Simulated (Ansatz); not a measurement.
# Cs on Cu(111): change of the work function

How does one ordered layer of Cs (fcc site) change the work function of Cu(111), and what dipole does each adsorbate carry?

Calculated with Ansatz 0.2.0; plane-wave DFT, PBE, Ansatz PAW.

### Step 1. Set-up

The cell holds 4 atoms: 4 Cu. Cell: a = 2.553 Å, b = 2.553 Å, c = 24.253 Å, α = 90.0°, β = 90.0°, γ = 60.0°. Vacuum lies along c.

### Step 2. The clean slab

The bare slab comes first, as the zero from which every change is counted. The two lowest layers are held at bulk places and the upper ones relax. The dipole correction removes the false field that a one-sided slab makes across the periodic vacuum, so each face gets a flat vacuum level of its own.

input.yaml

```yaml
crystal:
  lattice:
    - [2.5526554801, 0.0, 0.0]
    - [1.27632774, 2.2106644929, 0.0]
    - [0.0, 0.0, 24.2527034153]
  atoms:
    - { symbol: Cu, position: [0.0, 0.0, 0.3710926508] }
    - { symbol: Cu, position: [0.3333333333, 0.3333333333, 0.4570308836] }
    - { symbol: Cu, position: [0.6666666667, 0.6666666667, 0.5429691164] }
    - { symbol: Cu, position: [0.0, 0.0, 0.6289073492] }
kpoints:
  mp_grid: { grid: [12, 12, 1] }
hamiltonian:
  xc: pbe
scf:
  occupations: { method: fermi_dirac, width: 0.1 }
  convergence: { dr2_threshold: 1.0e-08 }
efield:
  axis: 3
  dipole_correction: true
  ramp_position: 0.97
  ramp_width: 0.06
relax:
  f_tol: 0.02
  max_steps: 60
  constraints: [{ sites: [0, 1] }]
output:
  write_potential: true
  write_density: true
  volumetric_format: npy
```

Launch:

```console
$ ansatz run input.yaml --threads 4 --pin off --max-ram 6144MiB --backend cpu --events-out ev --progress --plain --runs-dir out
```

Standard output:

```text
Engine: ansatz 0.2.0, aarch64-unknown-linux-gnu
Pseudopotentials: kind: paw
Pseudopotential: Cu, paw, valence charge 19, recommended cutoff 420 eV (normal), Cu.paw.azcp
Functional definition: PBE
  parameter kappa = 0.804
  parameter beta = 0.066725
  exchange = pbe_x(kappa = kappa, mu = beta*pi^2/3)
  correlation = pbe_c(beta = beta)
Crystal: 4 atoms, lattice volume = 136.860 Å³
Basis set: ecut = 420 eV, 2739 PW (Γ), exchange–correlation on 36×36×360 points (8 copies of the dense FFT grid, shifted against one another)
Bands: 46, of which v1, the nominal top of the filled ones, is band 38 counted from 1 (37 counted from 0)
Symmetry: 6 space group operations
k-points: 19 of 144 (time reversal used)
Non-local potential: Cu, projectors of the file, l = 0: 3, l = 1: 2, l = 2: 3, l = 3: 1
PAW form: soft (Blöchl's): semilocal exchange-correlation on the pseudo side does not see the compensation charge
PAW one-centre angular grid: Cu, 590 points (default); XC on 64 Gauss nodes
Initial density: superposition of atomic densities (neutral atoms: chi_scale 0, normalization atom), corrected by the library's trained network
Initial wavefunctions: pseudopotential atomic-orbital guess
Functional: x = pbe(κ = 0.804, μ = 0.219515), c = pbe(β = 0.066725)
SCF iter   1: F=—  HF=-26499.782585 eV  |F-HF|=—  |Δ(HF+E_count)|=         —  Δρ=1.47e-3  dr2=6.66e-3  ethr=1.77e-3  p=0.000 e·Å  D=5.28e-14 V/Å  ΔV_dip=-0.00 eV  dr2_dipole=2.84e-8  V_vac-E_F(+/−)=4.73/4.73 eV  ⟨swp⟩=8.5  Hψ=3842  notcnv=0  defer=14
efield: sawtooth ramp at fractional position 0.9700 (set: `efield.ramp_position`, or a place that a band, a saddle search or an elastic batch's reference lends), width 0.0600; the density the first Hamiltonian is built on has a dipole p = 0.000 e·Å; the dipole correction subtracts the counter field D = 5.28e-14 V/Å, which shifts the + side's vacuum level by -0.00 eV against the − side's; the planar-averaged density in the ramp window peaks in size at 4.1e-5 e/Å³
preconditioner: auto → LDOS  [insulator: Δε(μ)=0.354 eV  Ē_g=8.430 eV  σ=0.100 eV  W_gap=0.62  n_scr=18 (ndim 8)  ℏωp=21.1 eV  f_vac=0.614  D(μ)=1.13/eV (n_scr^D=8)  ε∞_Penn≈7.2  β→1.0]
SCF iter   2: F=—  HF=-26499.789734 eV  |F-HF|=—  |Δ(HF+E_count)|=   7.15e-3  Δρ=2.64e-3  dr2=1.12e-2  ethr=8.77e-6  p=0.000 e·Å  D=7.48e-6 V/Å  ΔV_dip=-0.00 eV  dr2_dipole=6.76e-8  V_vac-E_F(+/−)=4.82/4.82 eV  ⟨swp⟩=2.9  Hψ=2151  notcnv=0  defer=27
SCF iter   3: F=—  HF=-26499.788157 eV  |F-HF|=—  |Δ(HF+E_count)|=   1.58e-3  Δρ=2.15e-3  dr2=3.58e-3  ethr=8.77e-6  p=-0.000 e·Å  D=-6.61e-6 V/Å  ΔV_dip=0.00 eV  dr2_dipole=3.88e-9  V_vac-E_F(+/−)=4.78/4.78 eV  ⟨swp⟩=2.1  Hψ=1535  notcnv=0  defer=27
SCF iter   4: F=—  HF=-26499.787339 eV  |F-HF|=—  |Δ(HF+E_count)|=   8.18e-4  Δρ=2.43e-4  dr2=1.31e-4  ethr=4.72e-6  p=-0.000 e·Å  D=-1.37e-6 V/Å  ΔV_dip=0.00 eV  dr2_dipole=1.46e-9  V_vac-E_F(+/−)=4.77/4.77 eV  ⟨swp⟩=2.0  Hψ=1282  notcnv=0  defer=27
SCF iter   5: F=—  HF=-26499.787325 eV  |F-HF|=—  |Δ(HF+E_count)|=   1.44e-5  Δρ=1.75e-4  dr2=3.18e-5  ethr=1.73e-7  p=-0.000 e·Å  D=-7.33e-8 V/Å  ΔV_dip=0.00 eV  dr2_dipole=8.30e-13  V_vac-E_F(+/−)=4.78/4.78 eV  ⟨swp⟩=2.1  Hψ=1339  notcnv=0  defer=27
SCF iter   6: F=—  HF=-26499.787338 eV  |F-HF|=—  |Δ(HF+E_count)|=   1.32e-5  Δρ=1.60e-4  dr2=2.49e-5  ethr=4.18e-8  p=0.000 e·Å  D=1.04e-7 V/Å  ΔV_dip=-0.00 eV  dr2_dipole=1.87e-12  V_vac-E_F(+/−)=4.78/4.78 eV  ⟨swp⟩=2.3  Hψ=1426  notcnv=0  defer=27
SCF iter   7: F=—  HF=-26499.787336 eV  |F-HF|=—  |Δ(HF+E_count)|=   1.60e-6  Δρ=5.82e-5  dr2=3.29e-6  ethr=3.27e-8  p=0.000 e·Å  D=4.69e-8 V/Å  ΔV_dip=-0.00 eV  dr2_dipole=3.96e-12  V_vac-E_F(+/−)=4.78/4.78 eV  ⟨swp⟩=2.3  Hψ=1131  notcnv=0  defer=27
SCF iter   8: F=—  HF=-26499.787328 eV  |F-HF|=—  |Δ(HF+E_count)|=   7.87e-6  Δρ=1.25e-5  dr2=1.97e-7  ethr=4.33e-9  p=-0.000 e·Å  D=-1.05e-8 V/Å  ΔV_dip=0.00 eV  dr2_dipole=2.53e-13  V_vac-E_F(+/−)=4.78/4.78 eV  ⟨swp⟩=2.1  Hψ=1227  notcnv=0  defer=27
SCF iter   9: F=-26499.787329 eV  HF=-26499.787329 eV  |F-HF|=4.33e-9  |Δ(HF+E_count)|=   1.91e-7  Δρ=2.15e-6  dr2=4.92e-9  ethr=1.32e-11  p=0.000 e·Å  D=1.18e-7 V/Å  ΔV_dip=-0.00 eV  dr2_dipole=2.32e-12  V_vac-E_F(+/−)=4.79/4.79 eV  ⟨swp⟩=8.4  Hψ=6816  notcnv=0
SCF 1 converged in 9 iterations: F = -26499.787329 eV  dr2 = 4.92e-9
  greatest PAW one-centre occupation: 1.000 electrons in one spin orbital (limit 2), on the Cu atom at site 3 (counted from 0), in its partial waves of l = 0
relax step   1: F+E_penalty+E_count = -26499.78732861 eV  Δ(F+E_penalty+E_count) = +0.000e0 eV  max|allowed force component| = 1.263e-2 eV/Å  Δτ_max = 0.0000 Å  (9 SCF iters, accepted)
NSCF: frozen V_eff on 19 k-points
the band table was solved once a step of the walk had ended and its energy, with any forces and stress, was formed, with the checks that follow a solve (4565 applications of the Hamiltonian). They found nothing against the state; the energy, forces and stress were not computed again (output.eigenvalues in the input reference)
WARN: The input density's exchange-correlation potential varies sharply where the density is thin. Do not read a vacuum level from v_tot or v_xc, or from such a field of the output density. On a cell that repeats whose density bears no net charge and no dipole along the vacuum's axis use v_es (v_loc + v_h of the components); under efield.dipole_correction with no amplitude use v_es + v_field, which holds any external [...]
SCF converged after 9 iterations
Free energy (F): -26499.787329 eV
Harris-Foulkes:  -26499.787329 eV  (|F-HF|=4.33e-9)
Internal energy: -26499.748950 eV  (E = F + TS)
E sigma→0 (E₀):  -26499.768139 eV
Entropy (-TS):   -0.038378 eV (-9.595 meV/atom)
Fermi energy:    2.702448 eV
Dipole field:    D = -0.000002 V/Å  (p = -0.000002 e·Å, saw-weighted, corrected)
Work function:   Φ+ = 4.7859 eV   Φ− = 4.7858 eV
Levels:          The Fermi level and band energies are counted from a zero that moves with the ramp; work functions are not
--- Per-component energies (eV) ---
  E_band       = -2495.104486
  E_kinetic    = 1198.592196
  E_local      = -181627.940614  (includes V_loc(G=0)·N_el)
  E_nonlocal   = 1563.718189
  E_hartree    = 89322.477505
  E_xc         = -355.976173
  E_vxc        = -459.154347  (∫ρ·V_xc dr)
  E_paw        = -6655.772123  (= ΣΔE_a)
  E_vpaw       = -1815.295434  (= ΣTr[D̂ρ^β])
  E_aug_tail   = 0.001085  (compensation charges beyond the density's cutoff)
  E_efield     = 0.000000  (sawtooth field / dipole correction)
  E_vefield    = 0.000000  (∫n·V_field dr)
  E_ewald      = 70055.150985
  E_smearing   = -0.038378  (= −TS)
  E_closure    = -0.000000  (closes the sum)
  Σ components = -26499.787329   (vs F -26499.787329, Δ=0.00e0)
--- Forces (eV/Å), atoms counted from 1 ---
  atom   1  Cu     0.00000000     0.00000000     0.01262881
  atom   2  Cu     0.00000000     0.00000000     0.00864269
  atom   3  Cu    -0.00000000     0.00000000    -0.00864295
  atom   4  Cu     0.00000000    -0.00000000    -0.01263010
  max |Σ_I F_I| component: 1.56e-6 eV/Å
--- Band table (eV; the first three rows and the last of 19) ---
  k-point 0: bands = [... 34 lower, 0.7015, 0.9883, 0.9883, 1.1278, 1.1278, 1.4792, 2.4508, 6.9317, ... 4 higher]
  k-point 1: bands = [... 34 lower, 0.7069, 0.7722, 0.9591, 0.9858, 1.1309, 1.9111, 3.0010, 7.1104, ... 4 higher]
  k-point 2: bands = [... 34 lower, 0.6428, 0.7099, 0.9780, 1.1384, 1.2113, 2.6414, 4.1277, 7.6456, ... 4 higher]
  k-point 18: bands = [... 34 lower, 1.0442, 1.0505, 6.1270, 6.3749, 6.3749, 7.1516, 7.1516, 7.9011, ... 4 higher]
--- Relaxed structure (1 steps of the walk, 1 accepted, 0 SCFs on fresh bases) ---
  F+E_penalty+E_count = -26499.78732861 eV   max|allowed force component| = 1.263e-2 eV/Å
  atoms:
    - { symbol: Cu, position: [0.0, 0.0, 0.3710926508] }
    - { symbol: Cu, position: [0.333333, 0.333333, 0.4570308836] }
    - { symbol: Cu, position: [0.666667, 0.666667, 0.5429691164] }
    - { symbol: Cu, position: [0.0, 0.0, 0.6289073492] }
```

Wall time 4.1 s (4 threads of Arm Neoverse V2, shared host); peak memory 0.47 GiB.

No atom moved by 0.005 Å in the relaxation.

This step gave:

| Quantity | Value |
| --- | --- |
| energy at zero smearing | -26499.7681 eV |
| work function, upper face | 4.786 eV |
| dipole along the normal | -1.78e-6 e·Å |

Running mean over 2.084 Å of the planar mean; the ramp of the sawtooth is left out. Electron's electrostatic potential energy less the Fermi level against z:

z (Å), electron's electrostatic potential energy less the Fermi level (eV) and a bar from the least value:
```
        3       4.79 ##############################
        4       4.79 ##############################
        5       4.78 ##############################
        6       4.73 ##############################
        7       4.11 #############################
        8      -2.75 #############
        9      -8.54 #
       10      -8.78 
       11      -8.83 
       12      -8.81 
       13      -8.82 
       14      -8.79 
       15      -8.69 
       16      -5.25 ########
       17       3.41 ###########################
       18       4.68 ##############################
       19       4.78 ##############################
       20       4.79 ##############################
       21       4.79 ##############################
```

The work function of the upper face is 4.79 eV.

[end of part 1 of 2]

[Long decimals in the printed logs are rounded to 6 places.]

[Logs are printed without paths, hosts, clocks, repeated set-up lines and the standing remarks that a program may print on its own settings, such as how far it seeks lower states.]

[Hosts, paths, dates, database ids (printed as entryN), source tags and the programs' standing remarks are cut or masked in the printed files.]

[Maps of the electrostatic potential energy from Ansatz leave out the sawtooth potential of an applied field or a dipole correction, so their vacuum need not be flat; planar profiles and work functions include it.]
